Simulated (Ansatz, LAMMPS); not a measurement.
# Amorphous 89SiO2-11P2O5 (mol %) (96 atoms): geometry optimisation, part 2 of 2

Wanted: the relaxed structure of amorphous 89SiO2-11P2O5 (mol %) (96 atoms) and its electronic structure.

Ansatz 0.2.0; Kohn-Sham DFT, PBE, PAW (set soft_2), plane waves.

The cell: 25 Si, 6 P and 65 O. The quench rate of 50 K/ps is many orders above laboratory rates. The network of bonds at the start is that of the classical potential that made the cell. Only the Γ point is sampled in the main run, in a cell whose shortest periodic width is 11 Å.

So far. Step 4 (Cell and atoms relaxed): The relaxation changed the energy by -70.1 meV/atom, and atoms moved by 0.21 Å r.m.s., 0.44 Å at most.

## (6) Single point at the relaxed geometry

The electronic structure is read at the final geometry, in a run of its own.

Contents of input.yaml:

```yaml
crystal:
  lattice:
    - [11.08019, -0.11601, 0.04703]
    - [-0.11601, 10.69727, 0.08409]
    - [0.04703, 0.08409, 11.61079]
  atoms:
    - { symbol: Si, position: [0.70423, 0.3329, 0.01063] }
    - { symbol: Si, position: [0.47054, 0.16049, 0.97445] }
    - { symbol: Si, position: [0.61081, 0.74851, 0.685] }
    - { symbol: Si, position: [0.08039, 0.02518, 0.14217] }
    - { symbol: Si, position: [0.04167, 0.74438, 0.50833] }
    - { symbol: Si, position: [0.30544, 0.1844, 0.19333] }
    - { symbol: Si, position: [0.60943, 0.74382, 0.17731] }
    - { symbol: Si, position: [0.61384, 0.02557, 0.79675] }
    - { symbol: Si, position: [0.38946, 0.58527, 0.79461] }
    - { symbol: Si, position: [0.54276, 0.66158, 0.44057] }
    - { symbol: Si, position: [0.52273, 0.20777, 0.59448] }
    - { symbol: Si, position: [0.68802, 0.4216, 0.50101] }
    - { symbol: Si, position: [0.87962, 0.10641, 0.77089] }
    - { symbol: Si, position: [0.38126, 0.65002, 0.04215] }
    - { symbol: Si, position: [0.12216, 0.4626, 0.45595] }
    - { symbol: Si, position: [0.29876, 0.79351, 0.44581] }
    - { symbol: Si, position: [0.88383, 0.38875, 0.83086] }
    - { symbol: Si, position: [0.10955, 0.98302, 0.88263] }
    - { symbol: Si, position: [0.18589, 0.71892, 0.88946] }
    - { symbol: Si, position: [0.29784, 0.35734, 0.65315] }
    - { symbol: Si, position: [0.23119, 0.46164, 0.19781] }
    - { symbol: Si, position: [0.02801, 0.51037, 0.0184] }
    - { symbol: Si, position: [0.9063, 0.26783, 0.39973] }
    - { symbol: Si, position: [0.44101, 0.04703, 0.39037] }
    - { symbol: Si, position: [0.84548, 0.16451, 0.16678] }
    - { symbol: P, position: [0.23992, 0.2117, 0.86369] }
    - { symbol: P, position: [0.98462, 0.0403, 0.54779] }
    - { symbol: P, position: [0.67286, 0.9759, 0.27385] }
    - { symbol: P, position: [0.78827, 0.54118, 0.16075] }
    - { symbol: P, position: [0.83881, 0.60576, 0.65764] }
    - { symbol: P, position: [0.107, 0.77779, 0.26576] }
    - { symbol: O, position: [0.38227, 0.22599, 0.87673] }
    - { symbol: O, position: [0.06855, 0.5864, 0.51122] }
    - { symbol: O, position: [0.90408, 0.25874, 0.2594] }
    - { symbol: O, position: [0.98199, 0.04362, 0.84998] }
    - { symbol: O, position: [0.98799, 0.40411, 0.92469] }
    - { symbol: O, position: [0.38326, 0.46126, 0.71671] }
    - { symbol: O, position: [0.20911, 0.29495, 0.75534] }
    - { symbol: O, position: [0.609, 0.74129, 0.54463] }
    - { symbol: O, position: [0.49771, 0.72809, 0.09018] }
    - { symbol: O, position: [0.18563, 0.78784, 0.53561] }
    - { symbol: O, position: [0.61596, 0.88534, 0.74238] }
    - { symbol: O, position: [0.72138, 0.66423, 0.1265] }
    - { symbol: O, position: [0.08928, 0.92191, 0.24628] }
    - { symbol: O, position: [0.58726, 0.51496, 0.44509] }
    - { symbol: O, position: [0.25944, 0.65306, 0.78432] }
    - { symbol: O, position: [0.90067, 0.51521, 0.7433] }
    - { symbol: O, position: [0.39333, 0.12789, 0.09128] }
    - { symbol: O, position: [0.57468, 0.71171, 0.31045] }
    - { symbol: O, position: [0.74994, 0.06999, 0.83112] }
    - { symbol: O, position: [0.12397, 0.9693, 0.02098] }
    - { symbol: O, position: [0.11564, 0.44921, 0.11232] }
    - { symbol: O, position: [0.09148, 0.70194, 0.16222] }
    - { symbol: O, position: [0.78337, 0.52319, 0.56318] }
    - { symbol: O, position: [0.38442, 0.24901, 0.60804] }
    - { symbol: O, position: [0.69569, 0.43776, 0.11227] }
    - { symbol: O, position: [0.28623, 0.75059, 0.98901] }
    - { symbol: O, position: [0.9389, 0.05836, 0.13223] }
    - { symbol: O, position: [0.52598, 0.12644, 0.47731] }
    - { symbol: O, position: [0.39745, 0.68094, 0.46227] }
    - { symbol: O, position: [0.89641, 0.25964, 0.76056] }
    - { symbol: O, position: [0.5332, 0.99401, 0.29229] }
    - { symbol: O, position: [0.2218, 0.06992, 0.82658] }
    - { symbol: O, position: [0.24136, 0.7746, 0.31542] }
    - { symbol: O, position: [0.18918, 0.48532, 0.33039] }
    - { symbol: O, position: [0.81489, 0.52606, 0.28374] }
    - { symbol: O, position: [0.41831, 0.56031, 0.93235] }
    - { symbol: O, position: [0.32659, 0.56894, 0.14971] }
    - { symbol: O, position: [0.22076, 0.41003, 0.54812] }
    - { symbol: O, position: [0.56182, 0.12041, 0.70125] }
    - { symbol: O, position: [0.61266, 0.33131, 0.59163] }
    - { symbol: O, position: [0.31084, 0.33512, 0.19306] }
    - { symbol: O, position: [0.35075, 0.13508, 0.31922] }
    - { symbol: O, position: [0.12447, 0.84271, 0.83425] }
    - { symbol: O, position: [0.77435, 0.32403, 0.43626] }
    - { symbol: O, position: [0.01669, 0.74303, 0.36515] }
    - { symbol: O, position: [0.71666, 0.10477, 0.21736] }
    - { symbol: O, position: [0.49821, 0.67281, 0.74131] }
    [... 12 atom lines left out ...]
    - { symbol: O, position: [0.9243, 0.70902, 0.61127] }
    - { symbol: O, position: [0.80855, 0.23667, 0.04868] }
    - { symbol: O, position: [0.73649, 0.67271, 0.72486] }
    - { symbol: O, position: [0.92481, 0.1219, 0.44578] }
    - { symbol: O, position: [0.01543, 0.35629, 0.44259] }
    - { symbol: O, position: [0.6664, 0.88674, 0.16535] }
kpoints:
  mp_grid: { grid: [1, 1, 1] }
hamiltonian:
  xc: pbe
scf:
  occupations: { method: fermi_dirac, width: 0.025 }
output:
  forces: true
  stress: true
  populations: true
  dos:
    method: { smearing: { sigma: 0.08 } }
    de: 0.05
    projected: { site_lists: { O: [O], P: [P], Si: [Si] } }
  eigenvalues: true
  write_density: true
  write_potential: true
  volumetric_format: npy
```

Started as:

```bash
$ ansatz run input.yaml --threads 4 --pin off --max-ram 8192MiB --backend cpu --events-out ev --progress --plain --runs-dir out
```

The job ended after 12 s (4 threads of Intel Xeon Platinum 8488C (Sapphire Rapids), shared host; peak memory 1.7 GiB; 45 s of CPU time).

The program notes that the exchange-correlation potential is rough where the density is thin.

Numbers from this run:

| Property | Result |
| --- | --- |
| free energy | -57398.5134 eV |
| free energy per atom | -597.9012 eV/atom |
| SCF cycles | 9 |
| pressure | 0.001297 GPa |
| r.m.s. force component | 0.00616 eV/Å |
| longest force | 0.03333 eV/Å |
| Fermi energy | 4.561 eV |
| gap (highest filled to lowest empty level) | 4.311 eV |
| spilling of the projection | 0.0149 |

Löwdin charges by element and coordination (they lack the spilled electrons, 0.081 e an atom on average):

```csv
element,coordination,atoms,mean charge (e),spread,least,most
O,all,65,-0.775,0.018,-0.816,-0.709
O,1,5,-0.794,0.0134,-0.816,-0.776
O,2,60,-0.773,0.0174,-0.809,-0.709
P,all,6,2.19,0.036,2.16,2.27
Si,all,25,1.80,0.0145,1.74,1.82
Si,4,24,1.80,0.0098,1.78,1.82
Si,5,1,1.74,0,1.74,1.74
```

States in the cell by windows of 1 eV, zero at the Fermi level; the larger projections on atomic orbitals stand beside the total:

```csv
from (eV),to (eV),total,O p,Si p,Si s
-14,-13,3.7,2.2,0.2,0.4
-13,-12,12.9,8.2,0.4,2.3
-12,-11,14.2,9.4,0.7,2.5
-11,-10,19.2,13.4,1.6,2.2
-10,-9,27.9,20.6,3.8,1.0
-9,-8,39.2,30.3,7.2,0.2
-8,-7,17.3,13.3,1.2,0.1
-7,-6,46.1,38.8,3.0,0.1
-6,-5,72.6,66.1,2.7,0.1
-5,-4,80.4,75.6,1.6,0.1
-4,-3,37.0,35.6,0.4,0.0
-3,-2,19.5,18.4,0.1,0.0
-2,2,0.0,0.0,0.0,0.0
2,3,2.0,0.1,0.1,1.0
3,4,9.4,0.9,2.0,3.0
4,5,20.1,2.0,6.2,4.0
```

Between -25 and -14 eV lie 130 more states.

The levels nearest the highest filled one (over half full), pooled over k-points and spins:

```csv
level less the highest filled one (eV),occupation
-0.636,2
-0.609,2
-0.577,2
-0.469,2
-0.206,2
0,2
4.31,0
5.59,0
5.75,0
5.93,0
6.04,0
6.14,0
```

Valence density in the bc plane at fractional x = 0.107, with atoms of Si and P and O within 0.2 Å of it. It is the smooth field of the valence electrons, not physical close to the nuclei.

Values in e/Å³, 13 rows by 16 columns, each cell a mean:
```
0.7 0.1 0.1 0.6 0.6 0.1 0.1 0.1 0.3 2.3 3.3 0.6 0.1 0.1 0.4 1.4
0.2 0.2 0.1 0.1 0.1 0.0 0.0 0.0 0.1 0.7 1.2 0.4 0.8 2.8 1.4 0.2
0.2 0.1 0.0 0.0 0.1 0.1 0.0 0.0 0.0 0.0 0.1 0.1 0.7 3.3 1.3 0.2
0.0 0.1 0.0 0.0 0.1 0.1 0.0 0.0 0.0 0.0 0.0 0.0 0.0 0.1 0.1 0.0
0.4 1.9 0.9 0.1 0.0 0.0 0.0 0.0 0.0 0.0 0.0 0.0 0.0 0.0 0.0 0.0
0.8 4.4 2.0 0.1 0.0 0.0 0.1 0.1 0.4 1.0 0.4 0.3 0.5 0.3 0.1 0.1
0.1 0.3 0.2 0.0 0.0 0.2 0.3 0.2 1.0 2.5 0.9 0.4 0.6 0.3 0.1 0.1
0.0 0.0 0.0 0.0 0.0 0.2 0.3 0.3 0.3 0.3 0.1 0.2 0.2 0.1 0.0 0.0
0.0 0.0 0.0 0.0 0.0 0.0 0.1 0.4 0.3 0.1 0.1 0.4 0.5 0.3 0.3 0.2
0.3 0.2 0.2 0.1 0.0 0.0 0.1 0.1 0.1 0.1 0.2 0.7 0.3 1.0 3.8 2.9
0.3 0.8 1.1 0.3 0.0 0.1 0.5 1.0 0.3 0.1 1.6 4.4 1.3 0.4 1.2 1.2
0.5 0.3 0.3 0.1 0.0 0.1 2.2 5.2 1.0 0.1 0.7 1.8 0.5 0.1 0.2 0.7
2.0 0.2 0.1 0.2 0.2 0.1 0.3 0.8 0.4 0.3 0.3 0.1 0.0 0.1 0.9 4.8
```
Columns run along b (10.7 Å), rows up along c (11.6 Å). Atoms in or near the plane, at fractional coordinates: Si at (0.46, 0.46), Si at (0.98, 0.88), P at (0.78, 0.27), O at (0.92, 0.25), O at (0.97, 0.02), O at (0.45, 0.11), O at (0.70, 0.16), O at (0.84, 0.83), O at (0.10, 0.59).

Electrostatic potential energy in the bc plane at fractional x = 0.107, with atoms of Si and P and O within 0.2 Å of it. With pseudopotentials it is smooth inside the atoms' cores, unlike the true potential.

Ten even steps from '0' (-46 eV) to '9' (10 eV), each cell a mean:
```
589999989999988776336889999853
258999999999999885114778898731
027899999999999998656677656500
047899999999999999988777202420
678999999999999999999888424776
999999999999999999999999989998
999999999999999999999999999999
999999999999999999999999999999
985589999999999999999999999999
951039999999999999999888999999
973369999999888886788767899999
999999999998633552377645789999
999999999987200155688766789999
999999999987300268999888899999
999999999998755689999988899999
999999999999988899999876689999
999999999999999999998510157679
999999999999999999998400023115
777889999999999999997421154115
114668999999878999972026788764
002689999998412799983248999872
225799999998301589998899999975
478999999999865778999999999831
289999999999987678899999999620
```
Columns run along b (10.7 Å; values clipped at the 3rd and 97th percentile), rows up along c (11.6 Å). Atoms in or near the plane, at fractional coordinates: Si at (0.46, 0.46), Si at (0.98, 0.88), P at (0.78, 0.27), O at (0.92, 0.25), O at (0.97, 0.02), O at (0.45, 0.11), O at (0.70, 0.16), O at (0.84, 0.83), O at (0.10, 0.59).

Mean Löwdin charges: O -0.77, P +2.19, Si +1.80 e (they miss 1.5 % of the electrons, so they add up to more than the cell's charge). The largest share in the top eV of filled states is O p (96 % of the projected weight), and in the lowest eV of empty states Si s (57 % of the projected weight).

The surroundings of O86, which has 1 bonded neighbour where the commonest count for O is 2, nearest first, numbered as they follow in the input and with coordinates relative to it.

```csv
atom,x,y,z,distance (Å),bonds,Löwdin charge (e)
O86,0.00,0.00,0.00,0.00,1,-0.82
P27,-1.26,-0.59,-0.50,1.48,4,2.16
O88,-2.45,-0.51,0.60,2.58,2,-0.77
O94,-1.94,0.28,-1.68,2.58,2,-0.76
O84,-1.24,-2.08,-0.92,2.59,2,-0.75
O63,1.38,-0.28,2.75,3.09,2,-0.74
O38,1.21,2.13,1.94,3.12,2,-0.74
Si13,-2.42,0.15,2.09,3.20,4,1.80
```

The column of bonds counts only the pairs O-Si within 2.12 Å, O-P within 2.02 Å; other neighbours, such as metal atoms beside each other in a compound, aren't counted, and periodic images can show an atom twice.

## (7) K-mesh 2×2×2

A denser mesh tests the sampling of the Brillouin zone.

Changes to input.yaml since step 6:

```diff
@@ -8,3 +8,3 @@
 kpoints:
-  mp_grid: { grid: [1, 1, 1] }
+  mp_grid: { grid: [2, 2, 2] }
 hamiltonian:
@@ -22,4 +22 @@
   eigenvalues: true
-  write_density: true
-  write_potential: true
-  volumetric_format: npy
```

Wall time 1.7 min (4 threads); peak memory 6.3 GiB; 6.7 min of CPU time.

The program notes that it cut back its work space to fit the memory limit.

Geometry and reference: those of the single point at the relaxed geometry.

Forces differ from those of the single point at the relaxed geometry by 1.5 meV/Å r.m.s.; the energy by -0.24 meV/atom. It took 1.7 min and 9 cycles; the reference's time can't be set against it, since the two runs asked for unlike analyses.

## (8) Functional HSE06

HSE06 mixes in a quarter of exact exchange at short range, which counters self-interaction, at a higher cost.

This step: Kohn-Sham DFT, HSE06, PAW (set soft_2), plane waves (Ansatz 0.2.0).

Changes to input.yaml since step 7:

```diff
@@ -8,5 +8,5 @@
 kpoints:
-  mp_grid: { grid: [2, 2, 2] }
+  mp_grid: { grid: [1, 1, 1] }
 hamiltonian:
-  xc: pbe
+  xc: hse06
 scf:
```

The job ended after 2.8 min (4 threads; peak memory 4.2 GiB).

The program notes that the exchange threshold is loose for the stress and the SCF threshold is loose for the stress.

Geometry and reference: those of the single point at the relaxed geometry.

Forces differ from those of the single point at the relaxed geometry by 249 meV/Å r.m.s.; the pressure by -5.1 GPa and the gap by +1.8 eV. It took 2.8 min and 16 cycles; the reference's time can't be set against it, since the two runs asked for unlike analyses.

Numbers from this run:

```
free energy                                      : -57407.3734 eV
free energy per atom                             : -597.9935 eV/atom
SCF cycles                                       : 16
pressure                                         : -5.071 GPa
r.m.s. force component                           : 0.2488 eV/Å
longest force                                    : 1.15 eV/Å
Fermi energy                                     : 4.192 eV
gap (highest filled to lowest empty level) : 6.089 eV
spilling of the projection                       : 0.01508
```

Length of the force by element and coordination:

```csv
element,coordination,atoms,mean length of the force (eV/Å),spread,least,most
O,all,65,0.462,0.242,0.0411,1.15
O,1,5,1.08,0.0465,1.00,1.15
O,2,60,0.411,0.17,0.0411,0.755
P,all,6,0.0682,0.0246,0.0361,0.104
Si,all,25,0.0636,0.0206,0.0161,0.0967
Si,4,24,0.0624,0.0202,0.0161,0.0967
Si,5,1,0.0918,0,0.0918,0.0918
```

Löwdin charges by element and coordination (they lack the spilled electrons, 0.082 e an atom on average):

```csv
element,coordination,atoms,mean charge (e),spread,least,most
O,all,65,-0.804,0.0191,-0.846,-0.739
O,1,5,-0.825,0.014,-0.846,-0.805
O,2,60,-0.802,0.0184,-0.841,-0.739
P,all,6,2.26,0.0357,2.23,2.34
Si,all,25,1.86,0.0143,1.81,1.88
Si,4,24,1.86,0.0098,1.84,1.88
Si,5,1,1.81,0,1.81,1.81
```

Density of states as counts of states in windows of 1 eV (from the Fermi level), total and the larger projections:

```csv
from (eV),to (eV),total,O p,Si p
-10,-9,35.8,27.8,6.5
-9,-8,19.5,15.3,1.2
-8,-7,48.4,41.7,2.8
-7,-6,70.3,64.6,2.3
-6,-5,76.5,72.2,1.3
-5,-4,34.9,33.7,0.3
-4,-3,22.1,21.0,0.1
-3,-2,0.4,0.3,0.0
-2,2,0.0,0.0,0.0
2,3,0.5,0.0,0.0
3,4,1.5,0.1,0.0
4,5,9.9,0.8,2.4
```

Between -26 and -10 eV lie 205 more states.

The levels nearest the highest filled one (over half full), pooled over k-points and spins:

```csv
level less the highest filled one (eV),occupation
-0.654,2
-0.645,2
-0.600,2
-0.504,2
-0.196,2
0,2
6.09,0
7.49,0
7.62,0
7.81,0
7.90,0
8.00,0
```

## (9) Functional r2SCAN (500 eV)

The meta-GGA r2SCAN uses the kinetic energy density as well as the density and its gradient. Besides, the cutoff goes from 420 to 500 eV.

This step: Kohn-Sham DFT, r2SCAN, PAW (set soft_2), plane waves (Ansatz 0.2.0).

Changes to input.yaml since step 8:

```diff
@@ -10,3 +10,3 @@
 hamiltonian:
-  xc: hse06
+  xc: r2scan
 scf:
```

Elapsed: 32 s, on 4 threads; peak memory 3.7 GiB; 2 min of CPU time.

Geometry and reference: those of the single point at the relaxed geometry.

Forces differ from those of the single point at the relaxed geometry by 192 meV/Å r.m.s.; the pressure by -4.9 GPa and the gap by +0.66 eV. It took 32 s and 10 cycles; the reference's time can't be set against it, since the two runs asked for unlike analyses.

## (10) Functional PBEsol

PBEsol restores the gradient expansion of exchange for slowly varying densities and usually gives shorter bonds in solids than PBE.

This step: Kohn-Sham DFT, PBEsol, PAW (set soft_2), plane waves (Ansatz 0.2.0).

Changes to input.yaml since step 9:

```diff
@@ -10,3 +10,3 @@
 hamiltonian:
-  xc: r2scan
+  xc: pbesol
 scf:
```

It took 13 s on 4 threads; peak memory 1.7 GiB; 47 s of CPU time.

Geometry and reference: those of the single point at the relaxed geometry.

Forces differ from those of the single point at the relaxed geometry by 70 meV/Å r.m.s.; the pressure by -2.5 GPa and the gap by -0.032 eV.

## (11) Cost against change

Each row is set against the single point at the relaxed geometry (Kohn-Sham DFT, PBE, PAW (set soft_2), plane waves; r.m.s. force component 0.00616 eV/Å). Energies are set beside the reference only for runs with its functional, potentials and electron count. Times are for 4 threads of Intel Xeon Platinum 8488C (Sapphire Rapids), shared host. The reference's time includes grids, which some other runs skip.

```csv
run,"Δ force, r.m.s. (meV/Å)",Δ energy (meV/atom),Δ pressure (GPa),Δ gap (eV),cycles,time,host memory (GiB)
reference,-,-,-,-,9,12 s,1.7
k-mesh 2×2×2,1.52,-0.236,0.0023,0.001,9,1.7 min,6.3
functional HSE06,249,-,-5.07,1.78,16,2.8 min,4.2
functional r2SCAN (500 eV),192,-,-4.87,0.658,10,32 s,3.7
functional PBEsol,70.3,-,-2.48,-0.032,10,13 s,1.7
```

## (12) Summary of results

- energy change in the relaxation: -70.07 meV/atom
- r.m.s. displacement: 0.209 Å
- largest displacement: 0.439 Å
- free energy per atom: -597.9012 eV/atom
- pressure: 0.001297 GPa
- r.m.s. force component: 0.00616 eV/Å
- gap (highest filled to lowest empty level): 4.311 eV
- wall time of the 7 DFT runs: 7.7 min

What this shows: Relaxation lowers the energy by 70.1 meV/atom and moves atoms by 0.21 Å r.m.s.; the r.m.s. force component goes from 1.0 to 0.0062 eV/Å. Displacements are taken in the final cell, so they leave out its strain. By the final cutoffs 0 of 124 bonded pairs parted and 1 joined. The cell shrank by 3.7 % in volume. From the first step to the last the energy fell by 6.727 eV, across changes of basis, and the largest move was 0.44 Å (O88). The O-P bonds change most in mean length: from 1.528 Å (spread 0.024) to 1.554 Å (spread 0.049). Counting bonds as in the table, 92 % of O atoms have 2, all P atoms have 4 and 96 % of Si atoms have 4 bonded neighbours. 92 % of the oxygens bridge two formers (Si and P) and 8 % are non-bridging. The highest filled and lowest empty levels differ by 4.31 eV (at Γ alone); a semilocal functional tends to put such gaps too low. In a disordered cell it changes from sample to sample, and tail or defect levels can set it.

Among the changes of functional, dispersion, potentials or spin set against this reference, functional HSE06 moves the forces most, by 249 meV/Å r.m.s. The gap changes by +1.78 eV with HSE06.

What to keep in mind: The network of bonds at the start is that of the classical potential that made the cell; in DFT 0 of its 124 bonded pairs passed out of the cutoffs and 1 came within them.

[Logs are printed without paths, hosts, clocks, repeated set-up lines and the standing remarks that a program may print on its own settings, such as how far it seeks lower states.]

[Hosts, paths, dates, database ids (printed as entryN), source tags and the programs' standing remarks are cut or masked in the printed files.]
